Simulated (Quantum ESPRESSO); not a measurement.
# T-PtS2: band edges from 1 to 3 sheets (PBEsol, Quantum ESPRESSO)

How do the band edges of T-PtS2 move as sheets are stacked?

All values are computed: Quantum ESPRESSO 7.5, PBEsol, plane waves, scalar-relativistic unless marked; slabs or sheets with vacuum, the vacuum level from the planar mean of the electrostatic potential.

| sheets | ionisation potential (eV) | affinity (eV) | gap (eV) | gap on the path |
| --- | --- | --- | --- | --- |
| 1 | 6.34 | 4.57 | 1.77 | indirect, from a point between K and Γ to a point between Γ and M |
| 2 | 5.36 | 4.80 | 0.56 | indirect, between two points on the line from K to Γ |
| 3 | 5.22 | 4.86 | 0.36 | indirect, between two points on the line from K to Γ |
| crystal, unrelaxed | - | - | 0.85 | - |

From 1 to 3 sheets the gap goes from 1.77 to 0.36 eV: the valence top moves up by 1.12 eV and the conduction bottom down by 0.29 eV. Most of the change is in the valence band. Levels whose orbitals reach out of the sheet split into bonding and antibonding partners across the gap between sheets, and the partner nearer the gap forms the new edge. The crystal's gap exceeds the thickest stack's, against the trend; it was read on a coarse mesh for unrelaxed positions, which can miss the edges.

Kohn–Sham gaps are too small, and the added screening by further sheets, which shifts true quasiparticle edges, is missing.
